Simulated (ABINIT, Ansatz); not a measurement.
**BaAl3 (Fm-3m): zone-centre phonons**

Aim: the zone-centre modes of BaAl3 (Fm-3m).

Main program and level: ABINIT 10.8.3; DFT LDA, scalar-relativistic, plane waves, PseudoDojo norm-conserving pseudopotentials.

Most raw output is cut from this account.

The structure was built from a prototype and need not be the compound's stable phase.

### 1. Starting point

It takes space group Fm-3m (No. 225, cubic). The conventional cell has a = 7.124 Å, b = 7.124 Å, c = 7.124 Å, α = 90.00°, β = 90.00°, γ = 90.00°. Ba has 8 Al at 3.08 Å nearest. Nearest to Al lie 8 Al at 3.08 Å. Al has 4 Al at 3.08 Å and 4 Ba at 3.08 Å nearest. Farther neighbours are not listed.

### 2. Relaxing the cell and atoms

The harmonic expansion needs vanishing forces, and a free crystal bears no stress, so cell and atoms are brought to rest. Stress is more sensitive to the basis than forces are: the last 3 Ha under the cutoff are smoothed with ecutsm, and the cutoff is raised above that of the later runs.

The starting cell comes from a relaxation made beforehand in Ansatz (LDA, PseudoDojo NC).

The input, relax.abi:

```
# relaxation
ionmov 2
optcell 2
dilatmx 1.08
ntime 40
tolmxf 1.0d-05
tolvrs 1.0d-14
prtwf 0
prtden 0
chksymtnons 0

# basis, mesh and filling
ecut 28.0
ecutsm 3.0
ngkpt 6 6 6
nshiftk 1
shiftk 0.0 0.0 0.0
istwfk *1
occopt 7
tsmear 0.01
nband 16
nstep 100
diemac 1000000.0
prtebands 0
prtgsr 0
useylm 1

# cell and atoms
acell 3*1.0 Angstrom
rprim 
    -3.561763988 0.0 3.561763988
    0.0 3.561763988 3.561763988
    -3.561763988 3.561763988 0.0
ntypat 2
znucl 56 13
natom 4
typat 1 2 2 2
xred 
    0.0 0.0 0.0
    0.5 0.5 0.5
    0.75 0.75 0.75
    0.25 0.25 0.25
pp_dirpath "./pseudo"
pseudos "Ba.upf, Al.upf"
```

Run with:

```console
$ OMP_NUM_THREADS=1 mpirun -n 4 abinit relax.abi > relax.log
```

It took 50 s on 4 MPI ranks of Arm Neoverse V1, shared host; 3.3 min of CPU time.

The steps of the relaxation:

```csv
step,energy less that of the first step (eV),largest force (eV/Å),volume (Å³)
1,0.0000,0.0000,90.37
2,-0.0002,0.0000,90.47
3,-0.0009,0.0000,91.13
4,-0.0009,0.0000,91.14
```

```csv
"conventional cell, symmetrised",before,after,change
a (Å),7.124,7.144,+0.3 %
b (Å),7.124,7.144,+0.3 %
c (Å),7.124,7.144,+0.3 %
volume (Å³/atom),22.59,22.78,+0.8 %
```

The relaxed structure:

```xyz
4
Lattice="-3.5718 0.0000 3.5718 0.0000 3.5718 3.5718 -3.5718 3.5718 0.0000" Properties=species:S:1:pos:R:3 pbc="T T T"
Ba    0.0000    0.0000    0.0000
Al   -3.5718    3.5718    3.5718
Al   -5.3577    5.3577    5.3577
Al   -1.7859    1.7859    1.7859
```

This step gave:

* volume per atom: 22.78 Å³
* pressure: 3.85e-5 GPa
* gap on the k-mesh: 0 eV

The volume changes by +0.8 % from the cell with which this run began.

### 3. Self-consistent run for the response

The response is built on these wavefunctions, so the potential is converged far more tightly than an energy would need. Occupations are smeared.

The input, gs.abi:

```
# ground state
tolvrs 1.0d-16
prtden 1
prtwf 1

# basis, mesh and filling
ecut 21.5
ngkpt 6 6 6
nshiftk 1
shiftk 0.0 0.0 0.0
istwfk *1
occopt 7
tsmear 0.01
nband 16
nstep 100
diemac 1000000.0
prtebands 0
prtgsr 0
useylm 1

# cell and atoms
acell 3*1.0 Angstrom
rprim 
    -3.571795578 0.0 3.571795578
    0.0 3.571795578 3.571795578
    -3.571795578 3.571795578 0.0
ntypat 2
znucl 56 13
natom 4
typat 1 2 2 2
xred 
    0.0 0.0 0.0
    0.5 0.5 0.5
    0.75 0.75 0.75
    0.25 0.25 0.25
pp_dirpath "./pseudo"
pseudos "Ba.upf, Al.upf"
```

Run with:

```console
$ OMP_NUM_THREADS=1 mpirun -n 4 abinit gs.abi > gs.log
```

Wall time 10 s (4 MPI ranks); 40 s of CPU time.

This step gave:

* pressure: -0.006590 GPa

The cell stands at -0.0066 GPa, close enough for phonons.

### 4. Linear response at Γ

At q = 0 one unit cell holds all displacements. The response is solved for single atoms along the cell's directions, and symmetry skips those that follow from others. The crystal is treated as a metal, which screens a static field, so no field response is asked.

The input, dfpt_gamma.abi:

```

# common to the responses
getwfk_filepath "gso_WFK"
kptopt 2
nqpt 1
qpt 0.0 0.0 0.0
asr 0
chneut 0

# displacements
rfphon 1
rfatpol 1 4
rfdir 1 1 1
tolvrs 1.0d-10
prtwf 0

# basis, mesh and filling
ecut 21.5
ngkpt 6 6 6
nshiftk 1
shiftk 0.0 0.0 0.0
istwfk *1
occopt 7
tsmear 0.01
nband 16
nstep 100
diemac 1000000.0
prtebands 0
prtgsr 0
useylm 1

# cell and atoms
acell 3*1.0 Angstrom
rprim 
    -3.571795578 0.0 3.571795578
    0.0 3.571795578 3.571795578
    -3.571795578 3.571795578 0.0
ntypat 2
znucl 56 13
natom 4
typat 1 2 2 2
xred 
    0.0 0.0 0.0
    0.5 0.5 0.5
    0.75 0.75 0.75
    0.25 0.25 0.25
pp_dirpath "./pseudo"
pseudos "Ba.upf, Al.upf"
```

Run with:

```console
$ OMP_NUM_THREADS=1 mpirun -n 4 abinit dfpt_gamma.abi > dfpt_gamma.log
```

The job ended after 62 s (4 MPI ranks; 4.1 min of CPU time).

This step gave:

- largest acoustic frequency at the zone centre before the sum rule: 3.22 cm⁻¹
- highest optical zone-centre mode (no LO-TO term): 219.1 cm⁻¹
- lowest optical zone-centre mode: 153.0 cm⁻¹

The acoustic modes at Γ come out as far as 3.2 cm⁻¹ from zero, where they should vanish, a small numerical error.

### 5. Zone-centre analysis

anaddb reads the merged derivatives and imposes the acoustic sum rule.

The input, anaddb.abi:

```
ddb_filepath "gamma_DDB"
output_file "anaddb.abo"
outdata_prefix "anaddb"
asr 1
chneut 1
enunit 2
eivec 1
nph1l 1
qph1l 0.0 0.0 0.0 1.0
```

The input, mrgddb.in:

```
gamma_DDB
merged
2
dfpt_gammao_DDB
gso_DDB
```

Run with:

```console
$ mrgddb < mrgddb.in > mrgddb.log
$ OMP_NUM_THREADS=1 anaddb anaddb.abi > anaddb.log
```

Elapsed: 0.5 s, on 1 thread.

No LO-TO term; unit eigenvectors of the mass-weighted matrix, from anaddb's displacements. The modes at Γ (shares of kinetic energy by element, %):

```csv
mode,frequency (cm⁻¹),Ba %,Al %
1,0.0,63,37
2,0.0,63,37
3,0.0,63,37
4,153.0,0,100
5,153.0,0,100
6,153.0,0,100
7,153.3,15,85
8,153.3,15,85
9,153.3,15,85
10,219.1,22,78
11,219.1,22,78
12,219.1,22,78
```

Displacements in mode 4 (153.0 cm⁻¹), the largest set to 1:
```
Ba1  0.00  0.00  0.00
Al2  0.00  0.00  0.00
Al3  0.00  0.00 -1.00
Al4  0.00  0.00  1.00
```

Displacements in mode 7 (153.3 cm⁻¹), the largest set to 1:
```
Ba1  0.00  0.00  0.19
Al2  0.00  0.00 -1.00
Al3  0.00  0.00  0.02
Al4  0.00  0.00  0.02
```

The rule moves no optical mode by more than 0.1 cm⁻¹.

### 6. A second program

The same cell goes through another code at the same cutoff. The files are of one family, but Ansatz's library holds files of its own making for some heavy elements, so those for Ba may differ.

This step: DFT LDA, scalar-relativistic, plane waves, norm-conserving pseudopotentials of its library (PseudoDojo's, some remade) (Ansatz 0.2.0).

The input, input.yaml:

```yaml
crystal:
  lattice:
    - [-3.5717955783, 0.0, 3.5717955783]
    - [0.0, 3.5717955783, 3.5717955783]
    - [-3.5717955783, 3.5717955783, 0.0]
  atoms:
    - { symbol: Ba, position: [0.0, 0.0, 0.0] }
    - { symbol: Al, position: [0.5, 0.5, 0.5] }
    - { symbol: Al, position: [0.75, 0.75, 0.75] }
    - { symbol: Al, position: [0.25, 0.25, 0.25] }
kpoints:
  mp_grid: { grid: [6, 6, 6] }
hamiltonian:
  xc: lda
  pseudopotentials: { kind: nc, accuracy: standard }
scf:
  occupations: { method: gaussian, width: 0.27211 }
output:
  eigenvalues: true
basis:
  ecutwfc: 585.045
phonons:
  method: dfpt
```

Run with:

```console
$ ansatz run input.yaml --threads 4 --pin off --max-ram 8192MiB --backend cpu --events-out ev --progress --plain --runs-dir out
```

Elapsed: 7.8 s, on 4 threads; peak memory 0.58 GiB; 29 s of CPU time.

Read from the output:

```yaml
sum_rule_residual_before_enforcement: 3.84e-5 eV/Å²
highest_optical_zone_centre_mode_no_lo_to_term: 217.8 cm⁻¹
lowest_optical_zone_centre_mode: 150.1 cm⁻¹
```

### 7. The two compared: ABINIT PseudoDojo and Ansatz, library NC

Numbers from this step:

```yaml
root_mean_square_difference: 1.86 cm⁻¹
largest_difference: 2.87 cm⁻¹
```

Frequencies side by side, by row:

```csv
q (reciprocal lattice),mode,ABINIT PseudoDojo (cm⁻¹),"Ansatz, library NC (cm⁻¹)"
0 0 0,1,0,0
0 0 0,2,0,0
0 0 0,3,0,0
0 0 0,4,153,150.1
0 0 0,5,153,150.1
0 0 0,6,153,150.1
0 0 0,7,153.3,152.6
0 0 0,8,153.3,152.6
0 0 0,9,153.3,152.6
0 0 0,10,219.1,217.8
0 0 0,11,219.1,217.8
0 0 0,12,219.1,217.8
```

At the zone centre the largest difference (acoustic modes at Γ apart) is 1 % of the highest mode.

### 8. Outcome

* space group after relaxation: Fm-3m
* volume per atom: 22.8 Å³
* highest optical zone-centre mode (no LO-TO term): 219.1 cm⁻¹
* lowest optical zone-centre mode: 153.0 cm⁻¹
* imaginary optical modes at the zone centre (no q mesh in this session): none
* largest difference from Ansatz, library NC: 2.87 cm⁻¹

What this shows: At the LDA level the optical modes of BaAl3 (Fm-3m) at the zone centre run from 153 to 219 cm⁻¹. ABINIT PseudoDojo and Ansatz, library NC differ by 1.9 cm⁻¹ in the root mean square and by 2.9 cm⁻¹ at most, 1.3 % of the highest mode compared (acoustic modes at Γ left out); the two use different potentials, and the cell was not relaxed for the second set. These are harmonic frequencies at zero temperature: anharmonic shifts and linewidths and thermal expansion are left out. Spin-orbit coupling is left out, which can matter for the heavy elements here. In a metal the frequencies hang on the k mesh and the smearing, most of all near Kohn anomalies. The runs are without spin polarisation, although the cell has an odd electron count or an open d or f shell, so a magnetic state was not tested. Ansatz warns that the cutoff lies 24 % under the one recommended for these files; agreement at one cutoff is not convergence. The total energies of the two programs lie far apart, so at least one potential file in Ansatz's library differs from the published one read by the first program. The structure is a hypothetical one, built on a prototype.

[Host names and launcher messages were left out of these logs when they were recorded.]

[Logs are printed without paths, hosts, clocks, repeated set-up lines and the standing remarks that a program may print on its own settings, such as how far it seeks lower states.]

[Hosts, paths, dates, database ids (printed as entryN), source tags and the programs' standing remarks are cut or masked in the printed files.]
